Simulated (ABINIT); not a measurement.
# A GW chain in ABINIT: BaTiO3 (P4mm), part 2 of 3

Wanted: ground state, empty states, screening and self-energy for BaTiO3 (P4mm).

ABINIT 10.8.3; PBE and many-body steps on it, plane waves. Known limits of the many-body steps: not at the basis limit; screening head approximate; coarse k mesh.

So far. Step 2 (Ground state): The gap is indirect, with the least direct gap 0.23 eV higher.

The database entry behind the starting cell differs from later determinations by our own check (c/a about 0.6 % short), so it need not match the best structure at ambient conditions.

### 3. Bands along the symmetry lines

Level of this step: DFT, PBE with spin-orbit coupling, plane waves, norm-conserving pseudopotentials (ABINIT).

The cheap functional maps the bands first; the places of the edges decide which points the dearer methods must see.

Input file run.abi:

```
acell 3*1.0 Angstrom
rprim 
  3.999800000000 0.000000000000 0.000000000000
  0.000000000000 3.999800000000 0.000000000000
  0.000000000000 0.000000000000 4.018000000000
ntypat 3
znucl 56 22 8
natom 5
typat 1 2 3 3 3
xred 
  0.000000000000 0.000000000000 0.000000000000
  0.500000000000 0.500000000000 0.490000000000
  0.500000000000 0.500000000000 0.019000000000
  0.500000000000 0.000000000000 0.517000000000
  0.000000000000 0.500000000000 0.517000000000
pp_dirpath "pseudos"
pseudos "Ba.upf, Ti.upf, O.upf"
ecut 38
nspinor 2
iscf -2
irdden 1
kptopt 0
nkpt 39
kpt 
  0.00000000 0.00000000 0.00000000
  0.00000000 0.12500000 0.00000000
  0.00000000 0.25000000 0.00000000
  0.00000000 0.37500000 0.00000000
  0.00000000 0.50000000 0.00000000
  0.12500000 0.50000000 0.00000000
  0.25000000 0.50000000 0.00000000
  0.37500000 0.50000000 0.00000000
  0.50000000 0.50000000 0.00000000
  0.37500000 0.37500000 0.00000000
  0.25000000 0.25000000 0.00000000
  0.12500000 0.12500000 0.00000000
  0.00000000 0.00000000 0.00000000
  0.00000000 0.00000000 0.12500000
  0.00000000 0.00000000 0.25000000
  0.00000000 0.00000000 0.37500000
  0.00000000 0.00000000 0.50000000
  0.00000000 0.12500000 0.50000000
  0.00000000 0.25000000 0.50000000
  0.00000000 0.37500000 0.50000000
  0.00000000 0.50000000 0.50000000
  0.12500000 0.50000000 0.50000000
  0.25000000 0.50000000 0.50000000
  0.37500000 0.50000000 0.50000000
  0.50000000 0.50000000 0.50000000
  0.37500000 0.37500000 0.50000000
  0.25000000 0.25000000 0.50000000
  0.12500000 0.12500000 0.50000000
  0.00000000 0.00000000 0.50000000
  0.00000000 0.50000000 0.00000000
  0.00000000 0.50000000 0.12500000
  0.00000000 0.50000000 0.25000000
  0.00000000 0.50000000 0.37500000
  0.00000000 0.50000000 0.50000000
  0.50000000 0.50000000 0.00000000
  0.50000000 0.50000000 0.12500000
  0.50000000 0.50000000 0.25000000
  0.50000000 0.50000000 0.37500000
  0.50000000 0.50000000 0.50000000
istwfk *1
nband 56
nbdbuf 6
tolwfr 1e-08
nstep 40
prtwf 0
prtvol 0
indata_prefix "in"
outdata_prefix "out"
tmpdata_prefix "tmp"
```

On the command line:

```
$ OMP_NUM_THREADS=1 mpirun -n 4 abinit run.abi > log
```

Numbers of over 12 decimals in the logs are rounded to 6 here.

The program printed:

```text
.Version 10.8.3 of ABINIT. v10.8.2 released Aug 2026.

 Symmetries : space group P4 m m (# 99); Bravais tP (primitive tetrag.)
[... echo of the input left out ...]
== DATASET  1 ==================================================================
-   mpi_nproc: 4, omp_nthreads: 1 (-1 if OMP is not activated)

--- !DatasetInfo
iteration_state: {dtset: 1, }
dimensions: {natom: 5, nkpt: 39, mband: 56, nsppol: 1, nspinor: 2, nspden: 1, mpw: 4929, }
cutoff_energies: {ecut:  38.0, pawecutdg:  -1.0, }
electrons: {nelect:   4.00000000E+01, charge:   0.00000000E+00, occopt:   1.00000000E+00, tsmear:   1.00000000E-02, }

 Real(R)+Recip(G) space primitive vectors, cartesian coordinates (Bohr,Bohr^-1):
 R(1)=  7.5585266  0.0000000  0.0000000  G(1)=  0.1323009  0.0000000  0.0000000
 R(2)=  0.0000000  7.5585266  0.0000000  G(2)=  0.0000000  0.1323009  0.0000000
 R(3)=  0.0000000  0.0000000  7.5929196  G(3)=  0.0000000  0.0000000  0.1317016
 Unit cell volume ucvol=  4.3379355E+02 bohr^3
 Angles (23,13,12)=  9.00000000E+01  9.00000000E+01  9.00000000E+01 degrees

 getcut: wavevector=  0.0000  0.0000  0.0000  ngfft=  45  45  45
         ecut(hartree)=     38.000   => boxcut(ratio)=   2.08827

--- Pseudopotential description ------------------------------------------------
- Ba Generated using ONCVPSP code by D. R. Hamann
- 56.00000  10.00000  180419                  znucl, zion, pspdat
12 -101130 2 -1 1958                          pspcod,pspxc,lmax,lloc,mmax
     nproj     2     4     4     0
     spin-orbit psp
        nprojso     4     4     0
  pspatm : epsatm=   26.75230557
         --- l  ekb(1:nproj) -->
             0    0.672617    6.665807
             1    4.978102    0.415169    0.012799    0.000491
             2    2.533363    0.416634    0.001442    0.000020
  spin-orbit 1   -0.421689    0.288442    0.063418   -0.006729
  spin-orbit 2    0.049983   -0.043624    0.011004   -0.000570
 pspatm: atomic psp has been read  and splines computed

- Ti Generated using ONCVPSP code by D. R. Hamann
- 22.00000  12.00000  180419                  znucl, zion, pspdat
12 -101130 2 -1 1586                          pspcod,pspxc,lmax,lloc,mmax
     nproj     2     3     2     0
     spin-orbit psp
        nprojso     4     2     0
  pspatm : epsatm=   14.68700035
         --- l  ekb(1:nproj) -->
             0    1.263104   11.361547
             1    1.974082   -0.084950   -0.000835
             2   -5.185315   -1.477180
  spin-orbit 1    0.068787   -0.038363    0.004495   -0.000209
  spin-orbit 2    0.005108    0.001970
 pspatm: atomic psp has been read  and splines computed

- O Generated using ONCVPSP code by D. R. Hamann
-  8.00000   6.00000  180423                  znucl, zion, pspdat
12 -101130 2 -1 936                           pspcod,pspxc,lmax,lloc,mmax
     nproj     2     2     2     0
     spin-orbit psp
        nprojso     2     2     0
  pspatm : epsatm=    6.19737341
[...]
5.2582E-01  5.2586E-01
 Non-SCF case, kpt   39 (  0.50000  0.50000  0.50000), residuals and eigenvalues=
[...]
3.9822E-01  3.9822E-01  3.9870E-01  3.9870E-01  4.8620E-01  4.8620E-01
  4.9137E-01  4.9137E-01  4.9350E-01  4.9350E-01  5.2580E-01  5.2602E-01
  5.3268E-01  5.3280E-01

--- !ResultsGS
iteration_state: {dtset: 1, }
comment   : Summary of ground state results
lattice_vectors:
- [  7.5585266,   0.0000000,   0.0000000, ]
- [  0.0000000,   7.5585266,   0.0000000, ]
- [  0.0000000,   0.0000000,   7.5929196, ]
lattice_lengths: [   7.55853,    7.55853,    7.59292, ]
lattice_angles: [ 90.000,  90.000,  90.000, ] # degrees, (23, 13, 12)
lattice_volume:   4.3379355E+02
convergence: {deltae:  0.000E+00, res2:  0.000E+00, residm:  9.991E-09, diffor:  0.000E+00, }
etotal    :  -1.37391823E+02
entropy   :   0.00000000E+00
fermie    :   2.43867484E-01
cartesian_stress_tensor: null
pressure_GPa: null
xred      :
- [  0.0000E+00,   0.0000E+00,   0.0000E+00, Ba]
- [  5.0000E-01,   5.0000E-01,   4.9000E-01, Ti]
- [  5.0000E-01,   5.0000E-01,   1.9000E-02,  O]
- [  5.0000E-01,   0.0000E+00,   5.1700E-01,  O]
- [  0.0000E+00,   5.0000E-01,   5.1700E-01,  O]
cartesian_forces: null
force_length_stats: {min: null, max: null, mean: null, }

 Integrated electronic density in atomic spheres:
 ------------------------------------------------
 Atom  Sphere_radius  Integrated_density
[...]
================================================================================

 ----iterations are completed or convergence reached----

 Mean square residual over all n,k,spin=   55.947E-10; max=  99.909E-10
 reduced coordinates (array xred) for    5 atoms
[...]
0.500000000000      0.000000000000      0.517000000000
       0.000000000000      0.500000000000      0.517000000000

 cartesian coordinates (angstrom) at end:
    1      0.000000     0.000000     0.000000
    2      1.999900     1.999900     1.968820
    3      1.999900     1.999900     0.076342
    4      1.999900     0.000000     2.077306
    5      0.000000     1.999900     2.077306
 length scales=  1.889726125908  1.889726125908  1.889726125908 bohr
              =  1.000000000000  1.000000000000  1.000000000000 angstroms
 prteigrs : about to open file out_EIG
 Eigenvalues (hartree) for nkpt=  39  k points:
 kpt#   1, nband= 56, wtk=  1.00000, kpt=  0.0000  0.0000  0.0000 (reduced coord)
[...]
kpt#   2, nband= 56, wtk=  1.00000, kpt=  0.0000  0.1250  0.0000 (reduced coord)
[...]
kpt#   3, nband= 56, wtk=  1.00000, kpt=  0.0000  0.2500  0.0000 (reduced coord)
[...]
kpt#  38, nband= 56, wtk=  1.00000, kpt=  0.5000  0.5000  0.3750 (reduced coord)
[...]
kpt#  39, nband= 56, wtk=  1.00000, kpt=  0.5000  0.5000  0.5000 (reduced coord)
[...]
0.39822    0.39822    0.39822    0.39822    0.39870    0.39870    0.48620    0.48620
   0.49137    0.49137    0.49350    0.49350    0.52580    0.52602    0.53268    0.53280

== END DATASET(S) ==============================================================
================================================================================

 -outvars: echo values of variables after computation  --------
            nband          56
             nkpt          39
          spgroup          99
 [... the other variables as echoed above ...]

 Calculation completed.
```

Run time: 4.9 min. Hardware: 4 MPI ranks of Arm Neoverse V1, shared host; peak memory 0.62 GiB.

Numbers from this step:

| Quantity | Value |
| --- | --- |
| gap | 1.816 eV |
| k of the valence top | 0.5, 0.5, 0.5 |
| k of the conduction bottom | 0, 0, 0 |
| least direct gap | 2.050 eV |

The gap is 1.816 eV, as in the run before at this level.

Electronic bands along the path, in eV, zero at the top of the highest filled band:

| point | band 37 | band 38 | band 39 | band 40 | band 41 | band 42 | band 43 | band 44 |
| --- | --- | --- | --- | --- | --- | --- | --- | --- |
| Γ | -0.24 | -0.24 | -0.23 | -0.23 | 1.82 | 1.82 | 2.02 | 2.02 |
| halfway | -0.67 | -0.66 | -0.56 | -0.55 | 2.09 | 2.09 | 2.75 | 2.76 |
| X | -0.94 | -0.94 | -0.83 | -0.83 | 2.16 | 2.16 | 3.52 | 3.52 |
| halfway | -1.07 | -1.05 | -0.49 | -0.49 | 2.82 | 2.84 | 3.56 | 3.57 |
| M | -0.88 | -0.88 | -0.07 | -0.07 | 3.57 | 3.57 | 3.59 | 3.59 |
| halfway | -0.91 | -0.90 | -0.48 | -0.48 | 2.70 | 2.72 | 2.89 | 2.90 |
| Γ | -0.24 | -0.24 | -0.23 | -0.23 | 1.82 | 1.82 | 2.02 | 2.02 |
| halfway | -0.53 | -0.53 | -0.47 | -0.47 | 1.89 | 1.89 | 2.86 | 2.86 |
| Z | -0.72 | -0.72 | -0.68 | -0.68 | 1.97 | 1.97 | 3.58 | 3.58 |
| halfway | -1.10 | -1.07 | -0.57 | -0.57 | 2.83 | 2.83 | 3.59 | 3.59 |
| R | -0.81 | -0.81 | -0.15 | -0.15 | 3.55 | 3.55 | 3.60 | 3.60 |
| halfway | -0.52 | -0.51 | -0.12 | -0.12 | 3.84 | 3.85 | 3.86 | 3.86 |
| A | -0.08 | -0.08 | 0.00 | 0.00 | 4.20 | 4.20 | 4.20 | 4.20 |
| halfway | -0.65 | -0.65 | -0.57 | -0.57 | 3.32 | 3.32 | 3.75 | 3.75 |
| Z | -0.72 | -0.72 | -0.68 | -0.68 | 1.97 | 1.97 | 3.58 | 3.58 |
| jump to X | -0.94 | -0.94 | -0.83 | -0.83 | 2.16 | 2.16 | 3.52 | 3.52 |
| halfway | -1.15 | -1.15 | -0.56 | -0.56 | 2.92 | 2.92 | 3.54 | 3.54 |
| R | -0.81 | -0.81 | -0.15 | -0.15 | 3.55 | 3.55 | 3.60 | 3.60 |
| jump to M | -0.88 | -0.88 | -0.07 | -0.07 | 3.57 | 3.57 | 3.59 | 3.59 |
| halfway | -0.59 | -0.59 | -0.04 | -0.04 | 3.86 | 3.86 | 3.87 | 3.87 |
| A | -0.08 | -0.08 | 0.00 | 0.00 | 4.20 | 4.20 | 4.20 | 4.20 |

### 4. Empty states on the mesh, 4×4×4 mesh, 202 bands

The sums over transitions need many empty states on a uniform mesh; this step solves for them.

Input file run.abi:

```
acell 3*1.0 Angstrom
rprim 
  3.999800000000 0.000000000000 0.000000000000
  0.000000000000 3.999800000000 0.000000000000
  0.000000000000 0.000000000000 4.018000000000
ntypat 3
znucl 56 22 8
natom 5
typat 1 2 3 3 3
xred 
  0.000000000000 0.000000000000 0.000000000000
  0.500000000000 0.500000000000 0.490000000000
  0.500000000000 0.500000000000 0.019000000000
  0.500000000000 0.000000000000 0.517000000000
  0.000000000000 0.500000000000 0.517000000000
pp_dirpath "pseudos"
pseudos "Ba.upf, Ti.upf, O.upf"
ecut 38
nspinor 2
ngkpt 4 4 4
nshiftk 1
shiftk 0 0 0
kptopt 1
chksymbreak 0
iscf -2
irdden 1
istwfk *1
nband 202
nbdbuf 18
tolwfr 1e-09
nstep 60
prtvol 0
indata_prefix "in"
outdata_prefix "out"
tmpdata_prefix "tmp"
```

The program printed:

```text
.Version 10.8.3 of ABINIT. v10.8.2 released Aug 2026.

 Symmetries : space group P4 m m (# 99); Bravais tP (primitive tetrag.)
[... echo of the input left out ...]
== DATASET  1 ==================================================================
-   mpi_nproc: 4, omp_nthreads: 1 (-1 if OMP is not activated)

--- !DatasetInfo
iteration_state: {dtset: 1, }
dimensions: {natom: 5, nkpt: 18, mband: 202, nsppol: 1, nspinor: 2, nspden: 1, mpw: 4929, }
cutoff_energies: {ecut:  38.0, pawecutdg:  -1.0, }
electrons: {nelect:   4.00000000E+01, charge:   0.00000000E+00, occopt:   1.00000000E+00, tsmear:   1.00000000E-02, }

 Real(R)+Recip(G) space primitive vectors, cartesian coordinates (Bohr,Bohr^-1):
 R(1)=  7.5585266  0.0000000  0.0000000  G(1)=  0.1323009  0.0000000  0.0000000
 R(2)=  0.0000000  7.5585266  0.0000000  G(2)=  0.0000000  0.1323009  0.0000000
 R(3)=  0.0000000  0.0000000  7.5929196  G(3)=  0.0000000  0.0000000  0.1317016
 Unit cell volume ucvol=  4.3379355E+02 bohr^3
 Angles (23,13,12)=  9.00000000E+01  9.00000000E+01  9.00000000E+01 degrees

 getcut: wavevector=  0.0000  0.0000  0.0000  ngfft=  45  45  45
         ecut(hartree)=     38.000   => boxcut(ratio)=   2.08827

--- Pseudopotential description ------------------------------------------------
- Ba Generated using ONCVPSP code by D. R. Hamann
- 56.00000  10.00000  180419                  znucl, zion, pspdat
12 -101130 2 -1 1958                          pspcod,pspxc,lmax,lloc,mmax
     nproj     2     4     4     0
     spin-orbit psp
        nprojso     4     4     0
  pspatm : epsatm=   26.75230557
         --- l  ekb(1:nproj) -->
             0    0.672617    6.665807
             1    4.978102    0.415169    0.012799    0.000491
             2    2.533363    0.416634    0.001442    0.000020
  spin-orbit 1   -0.421689    0.288442    0.063418   -0.006729
  spin-orbit 2    0.049983   -0.043624    0.011004   -0.000570
 pspatm: atomic psp has been read  and splines computed

- Ti Generated using ONCVPSP code by D. R. Hamann
- 22.00000  12.00000  180419                  znucl, zion, pspdat
12 -101130 2 -1 1586                          pspcod,pspxc,lmax,lloc,mmax
     nproj     2     3     2     0
     spin-orbit psp
        nprojso     4     2     0
  pspatm : epsatm=   14.68700035
         --- l  ekb(1:nproj) -->
             0    1.263104   11.361547
             1    1.974082   -0.084950   -0.000835
             2   -5.185315   -1.477180
  spin-orbit 1    0.068787   -0.038363    0.004495   -0.000209
  spin-orbit 2    0.005108    0.001970
 pspatm: atomic psp has been read  and splines computed

- O Generated using ONCVPSP code by D. R. Hamann
-  8.00000   6.00000  180423                  znucl, zion, pspdat
12 -101130 2 -1 936                           pspcod,pspxc,lmax,lloc,mmax
     nproj     2     2     2     0
     spin-orbit psp
        nprojso     2     2     0
  pspatm : epsatm=    6.19737341
[...]
6.28E-10  8.73E-10  1.24E-10  6.38E-10  1.55E-10  4.13E-10  3.66E-10  6.62E-10
  9.83E-11  5.66E-10  1.60E-10  5.01E-10  1.25E-10  4.53E-10  1.06E-10  7.45E-10
[...]
1.04E-03  1.31E-03
 -1.8341E+00 -1.8341E+00 -9.7726E-01 -9.7726E-01 -9.5345E-01 -9.5345E-01
 -9.5276E-01 -9.5276E-01 -6.6626E-01 -6.6626E-01 -3.7522E-01 -3.7522E-01
 -3.5145E-01 -3.5145E-01 -3.4939E-01 -3.4939E-01 -1.7143E-01 -1.7143E-01
[...]
2.0888E+00  2.0888E+00  2.0890E+00  2.0890E+00  2.4171E+00  2.4173E+00
  2.4183E+00  2.4202E+00  2.4335E+00  2.4366E+00  2.4397E+00  2.4416E+00
  2.4442E+00  2.4494E+00  2.4580E+00  2.4648E+00
 prteigrs : prtvol=0 or 1, do not print more k-points.

--- !ResultsGS
iteration_state: {dtset: 1, }
comment   : Summary of ground state results
lattice_vectors:
- [  7.5585266,   0.0000000,   0.0000000, ]
- [  0.0000000,   7.5585266,   0.0000000, ]
- [  0.0000000,   0.0000000,   7.5929196, ]
lattice_lengths: [   7.55853,    7.55853,    7.59292, ]
lattice_angles: [ 90.000,  90.000,  90.000, ] # degrees, (23, 13, 12)
lattice_volume:   4.3379355E+02
convergence: {deltae:  0.000E+00, res2:  0.000E+00, residm:  9.988E-10, diffor:  0.000E+00, }
etotal    :  -1.37391823E+02
entropy   :   0.00000000E+00
fermie    :   2.43867484E-01
cartesian_stress_tensor: null
pressure_GPa: null
xred      :
- [  0.0000E+00,   0.0000E+00,   0.0000E+00, Ba]
- [  5.0000E-01,   5.0000E-01,   4.9000E-01, Ti]
- [  5.0000E-01,   5.0000E-01,   1.9000E-02,  O]
- [  5.0000E-01,   0.0000E+00,   5.1700E-01,  O]
- [  0.0000E+00,   5.0000E-01,   5.1700E-01,  O]
cartesian_forces: null
force_length_stats: {min: null, max: null, mean: null, }

 Integrated electronic density in atomic spheres:
 ------------------------------------------------
 Atom  Sphere_radius  Integrated_density
[...]
================================================================================

 ----iterations are completed or convergence reached----

 Mean square residual over all n,k,spin=   48.994E-11; max=  99.877E-11
 reduced coordinates (array xred) for    5 atoms
[...]
0.500000000000      0.000000000000      0.517000000000
       0.000000000000      0.500000000000      0.517000000000

 cartesian coordinates (angstrom) at end:
    1      0.000000     0.000000     0.000000
    2      1.999900     1.999900     1.968820
    3      1.999900     1.999900     0.076342
    4      1.999900     0.000000     2.077306
    5      0.000000     1.999900     2.077306
 length scales=  1.889726125908  1.889726125908  1.889726125908 bohr
              =  1.000000000000  1.000000000000  1.000000000000 angstroms
 prteigrs : about to open file out_EIG
 Eigenvalues (hartree) for nkpt=  18  k points:
 kpt#   1, nband=202, wtk=  0.01563, kpt=  0.0000  0.0000  0.0000 (reduced coord)
[...]
2.07976    2.07976    2.08878    2.08878    2.08902    2.08902    2.41710    2.41733
   2.41825    2.42017    2.43355    2.43657    2.43970    2.44158    2.44416    2.44943
   2.45801    2.46483
 prteigrs : prtvol=0 or 1, do not print more k-points.

== END DATASET(S) ==============================================================
================================================================================

 -outvars: echo values of variables after computation  --------
            nband         202
             nkpt          18
          spgroup          99
 [... the other variables as echoed above ...]

 Calculation completed.
```

The job ended after 9.1 min (4 MPI ranks; peak memory 0.92 GiB).

Numbers from this step:

* gap: 1.816 eV
* k of the valence top: 0.5, 0.5, 0.5
* k of the conduction bottom: 0, 0, 0
* least direct gap: 2.050 eV
* k points computed: 18
* lowest point of the top converged band, above the valence top: 49.65 eV

On this mesh the gap is 1.816 eV.

### 5. Screening, 4×4×4 mesh, 184 bands, screening to 119.7 eV

The RPA dielectric matrix is built and inverted for each q.

This step: RPA screening on PBE with spin-orbit coupling, plane waves, norm-conserving pseudopotentials.

run.abi, as its differences from that of step 4:

```diff
@@ -24,10 +24,11 @@
 chksymbreak 0
-iscf -2
-irdden 1
 istwfk *1
-nband 202
-nbdbuf 18
-tolwfr 1e-09
-nstep 60
-prtvol 0
+occopt 1
+irdwfk 1
+optdriver 3
+nband 184
+ecuteps 4.4
+inclvkb 0
+awtr 1
+symchi 1
 indata_prefix "in"
```

The program printed:

```text
.Version 10.8.3 of ABINIT. v10.8.2 released Aug 2026.

 Symmetries : space group P4 m m (# 99); Bravais tP (primitive tetrag.)
[... echo of the input left out ...]
== DATASET  1 ==================================================================
-   mpi_nproc: 4, omp_nthreads: 1 (-1 if OMP is not activated)

--- !DatasetInfo
iteration_state: {dtset: 1, }
dimensions: {natom: 5, nkpt: 18, mband: 184, nsppol: 1, nspinor: 2, nspden: 1, mpw: 4929, }
cutoff_energies: {ecut:  38.0, pawecutdg:  -1.0, }
electrons: {nelect:   4.00000000E+01, charge:   0.00000000E+00, occopt:   1.00000000E+00, tsmear:   1.00000000E-02, }

 SCREENING: Calculation of the susceptibility and dielectric matrices

 Based on a program developped by R.W. Godby, V. Olevano, G. Onida, and L. Reining.
 Incorporated in ABINIT by V. Olevano, G.-M. Rignanese, and M. Torrent.
.Using double precision arithmetic ; gwpc =  8

[... cell and pseudopotentials left out ...]
--------------------------------------------------------------------------------

 ==== K-mesh for the wavefunctions ====
 Number of points in the irreducible wedge :    18
[... list of points left out ...]
 Together with  8 symmetry operations and time-reversal symmetry
 yields    64 points in the full Brillouin Zone.

 ==== Q-mesh for the screening function ====
 Number of points in the irreducible wedge :    18
[... list of points left out ...]
 Together with  8 symmetry operations and time-reversal symmetry
 yields    64 points in the full Brillouin Zone.

 setmesh: FFT mesh size selected  =    27x   27x   30
          total number of points  =        21870

 vcoul_init : cutoff-mode = AUXILIARY_FUNCTION
 q-points for optical limit:   1
     1)      0.000010    0.000020    0.000030

- screening: taking advantage of time-reversal symmetry
- Maximum band index for partially occupied states nbvw = 40
- Remaining bands to be divided among processors   nbcw = 144
- Number of bands treated by each node ~36

 Number of electrons calculated from density =   40.0000; Expected =   40.0000
 average of density, n =  0.092210
 r_s =    1.3731
 omega_plasma =   29.2917 [eV]

 calculating chi0 at frequencies [eV] :
  1    0.000000E+00    0.000000E+00
  2    0.000000E+00    2.929166E+01

--------------------------------------------------------------------------------
  q-point number  1        q = ( 0.000000, 0.000000, 0.000000) [r.l.u.]
--------------------------------------------------------------------------------
[... chi0 elements left out ...]
 For q-point:  0.000010 0.000020 0.000030
  dielectric constant =   7.2301
  dielectric constant without local fields =   7.8530

  Average fulfillment of the sum rule on Im[epsilon] for q-point    1 :     56.77  [%]
[... wings left out ...]
  q-point number  2        q = ( 0.250000, 0.000000, 0.000000) [r.l.u.]
--------------------------------------------------------------------------------
[... chi0 elements left out ...]
  Average fulfillment of the sum rule on Im[epsilon] for q-point    2 :     71.19  [%]

 [... 16 further q-points ...]
```

It took 15 min on 4 MPI ranks; peak memory 4.7 GiB.

Numbers from this step:

| Item | Value |
| --- | --- |
| ε∞ with local fields, on this mesh, along the program's q direction | 7.230 |
| the same without local fields | 7.853 |
| plasma frequency | 29.29 eV |
| plane waves in the screening matrix | 179 |

Local fields lower ε∞ by 8 %. On a Γ-centred mesh this coarse the value itself is usually too large, while a short band sum pulls it down.

(Continued in part 3 of 3.)

[Paths, hosts, dates, memory and timing lines, banners, echoed tables and standing remarks are left out of the program output.]

[Logs are printed without paths, hosts, clocks, repeated set-up lines and the standing remarks that a program may print on its own settings, such as how far it seeks lower states.]

[Runs of the session that timed out or met a known fault of the program may be left out.]

[Hosts, paths, dates, database ids (printed as entryN), source tags and the programs' standing remarks are cut or masked in the printed files.]

[G0W0 gaps are taken among the corrected bands and points alone; a level outside them can change the order at an edge.]

[Where Ansatz stands beside ABINIT at settings called matched, ABINIT's density can come from a denser mesh and the files from another edition; pairs whose starting gaps differed by over 0.03 eV were left out, so agreement reads better than it is.]
